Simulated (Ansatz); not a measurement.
# CdTe (F-43m): G0W0 under other settings

A base run on CdTe (F-43m), then changed inputs.

Program: Ansatz 0.2.0. Level of theory: G0W0 on PBE, plane waves, PAW. Results are calculated unless marked as measured.

**1. Set-up**

The structure is cubic, space group F-43m (No. 216). Conventional cell: a = 6.480 Å, b = 6.480 Å, c = 6.480 Å, α = 90.00°, β = 90.00°, γ = 90.00°. Nearest to Cd lie 4 Te at 2.81 Å. Nearest to Te lie 4 Cd at 2.81 Å. Farther neighbours and most contacts between anions are not listed.

The cell and positions come from the Crystallography Open Database and are kept as given unless a step says otherwise. Spin-orbit coupling is left out unless a step names it. The default PAW set here is soft_1. Its files were made with PBE.

**2. The base run: 4×4×4 mesh, 203 empty bands, screening to 120 eV**

G0W0 replaces the xc potential by the self-energy, built once from these orbitals. Only a window of levels is corrected, while the sums run over the empty bands that the input names.

File input.yaml:

```yaml
crystal:
  lattice:
    - [0.0, 3.24, 3.24]
    - [3.24, 0.0, 3.24]
    - [3.24, 3.24, 0.0]
  atoms:
    - { symbol: Cd, position: [0.0, 0.0, 0.0] }
    - { symbol: Te, position: [0.25, 0.25, 0.25] }
kpoints:
  mp_grid: { grid: [4, 4, 4] }
hamiltonian:
  xc: pbe
  pseudopotentials: { kind: paw, azcp: { folder: "./paw" } }
scf:
  occupations: { method: fixed }
gw:
  n_empty_bands: 203
  ecut_chi: 120
  qp_bands: [v2, c2]
  qp_kpoints: band_edges
  screening: { model: contour_deformation }
```

Started as:

```bash
> ansatz run input.yaml --threads 3 --pin off --max-ram 92160MiB --backend cuda --events-out ev --progress --plain --runs-dir out --devices 1 --max-vram 13GiB
```

Numbers of over 12 decimals in the logs are rounded to 6 here.

Output:

```text
GPUs: using 1 of 1 available (devices: 1).
Engine: ansatz 0.2.0, x86_64-unknown-linux-gnu
Pseudopotentials: kind: paw
Pseudopotential: Cd, paw, valence charge 20, recommended cutoff 420 eV (normal), <dir>
Pseudopotential: Te, paw, valence charge 16, recommended cutoff 420 eV (normal), <dir>
Functional definition: PBE
  parameter kappa = 0.804
  parameter beta = 0.066725
  exchange = pbe_x(kappa = kappa, mu = beta*pi^2/3)
  correlation = pbe_c(beta = beta)
device memory: the entry about to start is reckoned to put 1.1 GiB on a device that reports 70.1 GiB free (of which the cap on the GPU budget leaves the run 13.0 GiB)
GPU FFT provider: cuFFT
GPU libraries: cuBLAS 13.8.2, cuFFT 12.4.0, cuSOLVER 12.3.4
Crystal: 2 atoms, lattice volume = 68.024 Å³
Basis set: ecut = 420 eV, 1363 PW (Γ)
Bands: 22, of which v1, the nominal top of the filled ones, is band 18 counted from 1 (17 counted from 0)
Symmetry: 24 space group operations
Space group: F-43m (ITA 216), of the structure as read, at distance tolerance 4.1e-5 Å
k-points: 8 of 64 (time reversal used)
Non-local potential: Cd, projectors of the file, l = 0: 3, l = 1: 2, l = 2: 2, l = 3: 1
Non-local potential: Te, projectors of the file, l = 0: 2, l = 1: 2, l = 2: 2, l = 3: 1
PAW form: soft (Blöchl's): semilocal exchange-correlation on the pseudo side does not see the compensation charge
PAW one-centre angular grid: Cd, 590 points (default); XC on 64 Gauss nodes
PAW one-centre angular grid: Te, 590 points (default); XC on 64 Gauss nodes
Initial density: superposition of atomic densities (chi_scale 0.1, normalization cell, long waves kept (reshape's long-wave potential 0.00 eV rms))
Initial wavefunctions: pseudopotential atomic-orbital guess
GPU buffer pool allocated for 32768 grid points (all kernels)
GPU transforms: local potential and band sums: pruned to the plane-wave sphere, on 30×32×32
Functional: x = pbe(κ = 0.804, μ = 0.219515), c = pbe(β = 0.066725)
SCF iter   1: F=—  HF=-15235.429300 eV  |F-HF|=—  |Δ(HF+E_count)|=         —  Δρ=2.14e-2  dr2=2.13e-1  ethr=3.10e-3  ⟨swp⟩=4.6  Hψ=693  notcnv=0  defer=13
preconditioner: auto → none  [insulator: Δε(μ)=0.675 eV  Ē_g=11.547 eV  n_scr=14 (ndim 8)  ℏωp=19.1 eV  f_vac=0.156  ε∞_Penn≈3.7]
SCF iter   2: F=—  HF=-15235.406208 eV  |F-HF|=—  |Δ(HF+E_count)|=   2.31e-2  Δρ=9.02e-3  dr2=4.50e-2  ethr=5.93e-4  ⟨swp⟩=3.6  Hψ=410  notcnv=0  defer=11
SCF iter   3: F=—  HF=-15235.409749 eV  |F-HF|=—  |Δ(HF+E_count)|=   3.54e-3  Δρ=4.38e-3  dr2=8.37e-3  ethr=1.25e-4  ⟨swp⟩=2.9  Hψ=268  notcnv=0  defer=13
SCF iter   4: F=—  HF=-15235.410429 eV  |F-HF|=—  |Δ(HF+E_count)|=   6.80e-4  Δρ=5.89e-4  dr2=8.66e-5  ethr=2.32e-5  ⟨swp⟩=2.5  Hψ=328  notcnv=0  defer=12
[...]
E_nonlocal   = 186.737276
  E_hartree    = 2737.292735
  E_xc         = -278.864804
  E_vxc        = -297.875958  (∫ρ·V_xc dr)
  E_paw        = -8772.294278  (= ΣΔE_a)
  E_vpaw       = -956.431572  (= ΣTr[D̂ρ^β])
  E_aug_tail   = 0.000394  (compensation charges beyond the density's cutoff)
  E_ewald      = -3912.024287
  E_smearing   = -0.000000  (= −TS)
  E_closure    = 0.000000  (closes the sum)
  Σ components = -15235.410497   (vs F -15235.410497, Δ=0.00e0)
--- Band table (eV; the first three rows and the last of 8) ---
  k-point 0: bands = [... 14 lower, -0.5667, 7.4836, 7.4836, 7.4836, 8.2436, 12.0835, 12.0835, 12.0835]
  k-point 1: bands = [... 14 lower, -0.5670, 4.7536, 7.0541, 7.0541, 9.4647, 12.6353, 12.6353, 12.8449]
  k-point 2: bands = [... 14 lower, -0.2096, 3.0530, 6.7070, 6.7070, 9.2939, 12.6758, 12.6758, 14.5445]
  k-point 7: bands = [... 14 lower, 0.0130, 3.2904, 5.1585, 5.2837, 11.7323, 12.1630, 13.0387, 13.7932]
--- G₀W₀: contour deformation, 8 samples at zero and on the imaginary axis and 2 off it, 64 q-points, 203 empty bands' worth ---
  eigenvalues of the whole cell's RPA ε∞ on this k-mesh (on a slab, of 1 + 4πα/V) = 26.2207, 26.2207, 26.2207; static W/v taken at q = 0 is 0.038138
  bands read: the sum over 221 bands ends inside a degenerate multiplet in 2 slots, whose members it reads at an even weight; the widest, k=3: bands 221 to 222 (counted from 1) at 1/2 each
  gw.qp_kpoints: band_edges: 5 of 8 stored k-points solved, in 1 pass; an edge of the gap read off the rows below is read off those points alone
    valence top: of the k-points left out ik 5 came nearest to being solved in a further pass, in band 18 (counted from 1, as in the quasiparticle table): it holds the edge there only if its correction is more favourable than any solved in that band by at least 0.808 eV; those differ by 0.113 eV
    conduction bottom: of the k-points left out ik 4 came nearest to being solved in a further pass, in band 19 (counted from 1, as in the quasiparticle table): it holds the edge there only if its correction is more favourable than any solved in that band by at least 1.960 eV; those differ by 0.270 eV
    ik  band        ε_KS         Σx   Σc(E_QP)       V_xc       Z   E_QP_lin       E_QP  E_QP is
     0    17      7.4836   -17.9267     1.5192   -15.8956  0.7367     6.9520     6.9718  root
     0    18      7.4836   -17.9267     1.5192   -15.8956  0.7367     6.9520     6.9718  root
     0    19      8.2436    -9.3527    -3.8705   -13.3171  0.7586     8.3380     8.3376  root
     0    20     12.0835    -6.6240    -4.1743   -10.8587  0.7406    12.1441    12.1439  root
     1    17      7.0541   -17.3052     1.6137   -15.1479  0.7335     6.4866     6.5105  root
     1    18      7.0541   -17.3052     1.6137   -15.1479  0.7335     6.4866     6.5105  root
     1    19      9.4647    -8.7070    -3.9062   -12.7008  0.7527     9.5526     9.5523  root
     1    20     12.6353    -6.7439    -4.3103   -11.1248  0.7354    12.7061    12.7059  root
[...]
6    17      5.6167   -15.6897     2.0668   -12.9983  0.7148     4.9517     4.9921  root
     6    18      5.6167   -15.6897     2.0668   -12.9983  0.7148     4.9517     4.9921  root
     6    19     10.0843    -5.9179    -3.6168    -9.3846  0.7623     9.9352     9.9342  root
     6    20     10.1522    -8.1022    -3.8110   -11.9523  0.7517    10.1914    10.1913  root
[key lines of the parts left out:]
SCF converged after 7 iterations
Free energy (F): -15235.410497 eV
Fermi energy:    7.483641 eV
```

It took 21 s on 1 × NVIDIA H100 80GB HBM3 (shared by 6 runs) with 3 threads of AMD EPYC 7R13 (Zen 3), shared host; peak memory 1.2 GiB.

In the SCF lines HF is the Harris–Foulkes energy and dr2 the Hartree energy of the density residual, in eV; the loop may stop once dr2 is under the threshold and the program's other checks hold. Hψ counts applications of the Hamiltonian.

Numbers from this step:

- bands summed: 221
- RPA ε∞ on this mesh (eigenvalues): 26.22, 26.22, 26.22
- plane waves in the screening matrix: 181
- q-points in the mesh: 64
- G0W0 gap on the mesh: 1.366 eV
- k of the valence top: 0, 0, 0
- k of the conduction bottom: 0, 0, 0
- starting gap on the mesh: 0.7600 eV
- Z at the valence top: 0.7367
- Z at the conduction bottom: 0.7586
- least direct G0W0 gap on the computed points: 1.366 eV

The gap on the mesh goes from 0.76 eV to 1.37 eV, a correction of +0.61 eV. Between the two edge states, bare exchange in place of the xc potential would open the gap by 6.00 eV, and correlation takes back 5.39 eV.

**3. Variant: all filled levels at the zone centre**

input.yaml, as its differences from that of step 2:

```diff
@@ -16,6 +16,6 @@
 gw:
-  n_empty_bands: 203
-  ecut_chi: 120
-  qp_bands: [v2, c2]
-  qp_kpoints: band_edges
+  n_empty_bands: 154
+  ecut_chi: 100
+  qp_bands: [lowest, c2]
+  qp_kpoints: [[0, 0, 0]]
   screening: { model: contour_deformation }
```

Output:

```text
GPUs: using 1 of 1 available (devices: 1).
[...]
GPU FFT provider: cuFFT
GPU libraries: cuBLAS 13.8.2, cuFFT 12.4.0, cuSOLVER 12.3.4
Crystal: 2 atoms, lattice volume = 68.024 Å³
Basis set: ecut = 420 eV, 1363 PW (Γ)
Bands: 22, of which v1, the nominal top of the filled ones, is band 18 counted from 1 (17 counted from 0)
Symmetry: 24 space group operations
[...]
k-points: 8 of 64 (time reversal used)
[...]
GPU buffer pool allocated for 32768 grid points (all kernels)
[...]
SCF iter   1: F=—  HF=-15235.429300 eV  |F-HF|=—  |Δ(HF+E_count)|=         —  Δρ=2.14e-2  dr2=2.13e-1  ethr=3.10e-3  ⟨swp⟩=4.6  Hψ=693  notcnv=0  defer=13
[...]
SCF iter   7: F=-15235.410497 eV  HF=-15235.410497 eV  |F-HF|=1.50e-8  |Δ(HF+E_count)|=   1.78e-7  Δρ=3.60e-6  dr2=1.03e-8  ethr=2.78e-10  ⟨swp⟩=7.9  Hψ=795  notcnv=0
SCF 1 converged in 7 iterations: F = -15235.410497 eV  dr2 = 1.03e-8
[...]
NSCF: frozen V_eff on 8 k-points
[...]
G₀W₀ screening: q 1/8
[... further progress lines ...]
[...]
SCF converged after 7 iterations
Free energy (F): -15235.410497 eV
[...]
Internal energy: -15235.410497 eV  (E = F + TS)
E sigma→0 (E₀):  -15235.410497 eV
Fermi energy:    7.483641 eV
[...]
--- Band table (eV; the first three rows and the last of 8) ---
  k-point 0: bands = [... 14 lower, -0.5667, 7.4836, 7.4836, 7.4836, 8.2436, 12.0835, 12.0835, 12.0835]
  k-point 1: bands = [... 14 lower, -0.5670, 4.7536, 7.0541, 7.0541, 9.4647, 12.6353, 12.6353, 12.8449]
  k-point 2: bands = [... 14 lower, -0.2096, 3.0530, 6.7070, 6.7070, 9.2939, 12.6758, 12.6758, 14.5445]
  k-point 7: bands = [... 14 lower, 0.0130, 3.2904, 5.1585, 5.2837, 11.7323, 12.1630, 13.0387, 13.7932]
[...]
`?` marks the rows in doubt; gw_qp.tsv's column doubts and the gw_qp event give each row's grounds
[...]
0     1    -94.6687   -67.2887    19.1677   -43.8187  0.5963   -99.7314   -98.9709  root ?
     0     2    -55.7261   -58.6284    14.8439   -40.6179  0.5490   -57.8018   -58.8926  root ?
     0     3    -55.7261   -58.6284    14.8439   -40.6179  0.5490   -57.8018   -58.8926  root ?
     0     4    -55.7261   -58.6284    14.8439   -40.6179  0.5490   -57.8018   -58.8926  root ?
     0     5    -28.4999   -52.0438     8.7632   -40.8801  0.6542   -31.0015   -30.9003  root ?
     0     6    -28.4999   -52.0438     8.7632   -40.8801  0.6542   -31.0015   -30.9003  root ?
     0     7    -28.4999   -52.0438     8.7632   -40.8801  0.6542   -31.0015   -30.9003  root ?
     0     8    -28.4917   -52.0461     8.7600   -40.8906  0.6543   -30.9922   -30.8873  root ?
     0     9    -28.4917   -52.0461     8.7600   -40.8906  0.6543   -30.9922   -30.8873  root ?
     0    10     -3.6877   -21.1944     6.0055   -14.8252  0.6078    -4.0631    -4.0514  root
     0    11     -0.8255   -37.2465     6.7698   -29.5122  0.6788    -1.8671    -1.7899  root ?
     0    12     -0.8255   -37.2465     6.7698   -29.5122  0.6788    -1.8671    -1.7899  root ?
     0    13     -0.8255   -37.2465     6.7698   -29.5122  0.6788    -1.8671    -1.7899  root ?
     0    14     -0.5667   -38.2567     6.7316   -30.5311  0.6841    -1.6420    -1.5607  root ?
     0    15     -0.5667   -38.2567     6.7316   -30.5311  0.6841    -1.6420    -1.5607  root ?
     0    16      7.4836   -17.9267     1.5818   -15.8956  0.7371     7.0204     7.0344  root
     0    17      7.4836   -17.9267     1.5818   -15.8956  0.7371     7.0204     7.0344  root
     0    18      7.4836   -17.9267     1.5818   -15.8956  0.7371     7.0204     7.0344  root
     0    19      8.2436    -9.3527    -3.8037   -13.3171  0.7590     8.4056     8.4043  root
     0    20     12.0835    -6.6240    -4.1362   -10.8587  0.7405    12.1825    12.1820  root
```

Elapsed: 16 s, on 1 × NVIDIA H100 80GB HBM3 (shared by 6 runs) with 3 threads; peak memory 1.1 GiB.

Absolute levels on the run's own zero. QP, by row:

```tsv
k index	band	KS (eV)	Sigma_x (eV)	Sigma_c (eV)	Vxc (eV)	Z	QP linearised (eV)	QP (eV)	source	doubts
0	1	-94.67	-67.29	19.17	-43.82	0.5963	-99.73	-98.97	root	z_under_floor,energies_apart
0	2	-55.73	-58.63	14.84	-40.62	0.549	-57.8	-58.89	root	z_under_floor,energies_apart,sigma_c_rises
0	3	-55.73	-58.63	14.84	-40.62	0.549	-57.8	-58.89	root	z_under_floor,energies_apart,sigma_c_rises
0	4	-55.73	-58.63	14.84	-40.62	0.549	-57.8	-58.89	root	z_under_floor,energies_apart,sigma_c_rises
0	5	-28.5	-52.04	8.763	-40.88	0.6542	-31	-30.9	root	energies_apart
0	6	-28.5	-52.04	8.763	-40.88	0.6542	-31	-30.9	root	energies_apart
0	7	-28.5	-52.04	8.763	-40.88	0.6542	-31	-30.9	root	energies_apart
0	8	-28.49	-52.05	8.76	-40.89	0.6543	-30.99	-30.89	root	energies_apart
0	9	-28.49	-52.05	8.76	-40.89	0.6543	-30.99	-30.89	root	energies_apart
0	10	-3.688	-21.19	6.005	-14.83	0.6078	-4.063	-4.051	root	
0	11	-0.8255	-37.25	6.77	-29.51	0.6788	-1.867	-1.79	root	sigma_c_rises
0	12	-0.8255	-37.25	6.77	-29.51	0.6788	-1.867	-1.79	root	sigma_c_rises
0	13	-0.8255	-37.25	6.77	-29.51	0.6788	-1.867	-1.79	root	sigma_c_rises
0	14	-0.5667	-38.26	6.732	-30.53	0.6841	-1.642	-1.561	root	sigma_c_rises
0	15	-0.5667	-38.26	6.732	-30.53	0.6841	-1.642	-1.561	root	sigma_c_rises
0	16	7.484	-17.93	1.582	-15.9	0.7371	7.02	7.034	root	
0	17	7.484	-17.93	1.582	-15.9	0.7371	7.02	7.034	root	
0	18	7.484	-17.93	1.582	-15.9	0.7371	7.02	7.034	root	
0	19	8.244	-9.353	-3.804	-13.32	0.759	8.406	8.404	root	
0	20	12.08	-6.624	-4.136	-10.86	0.7405	12.18	12.18	root
```

Against the base:

```tsv
setting	base	variant
empty bands	203	154
screening cutoff (eV)	120	100
levels asked	v2 to c2	lowest to c2
points asked	band edges	[[0, 0, 0]]
```

**4. Summary of results**

```
base                                 : 1.37 eV, 21 s
all filled levels at the zone centre : direct gap at the listed points 1.37 eV, 16 s
```

What this shows: All filled levels at the zone centre: only the listed points were computed; the least direct gap there is 1.37 eV, with empty bands, screening cutoff, levels asked and points asked changed against the base. All runs here use a coarse mesh and modest cutoffs; they test settings and are not final values. The 4×4×4 mesh is coarse for this cell (its supercell is 18 Å along the shortest edge). The RPA ε∞ on it, from the PBE start, is 26.22; such meshes misread the long-range screening, most where the gap is narrow. The RPA ε∞ on this mesh reaches over 25; with a narrow direct gap a coarse mesh can overstate it, and the correction is then too small. The many-body steps are scalar-relativistic: spin-orbit coupling is not in them.

[Paths, hosts, dates, memory and timing lines, banners, echoed tables and standing remarks are left out of the program output.]

[Logs are printed without paths, hosts, clocks, repeated set-up lines and the standing remarks that a program may print on its own settings, such as how far it seeks lower states.]

[Runs of the session that timed out or met a known fault of the program may be left out.]

[Cells called generated may have been cut or substituted from an entry of the Crystallography Open Database or the Materials Project.]

[Hosts, paths, dates, database ids (printed as entryN), source tags and the programs' standing remarks are cut or masked in the printed files.]
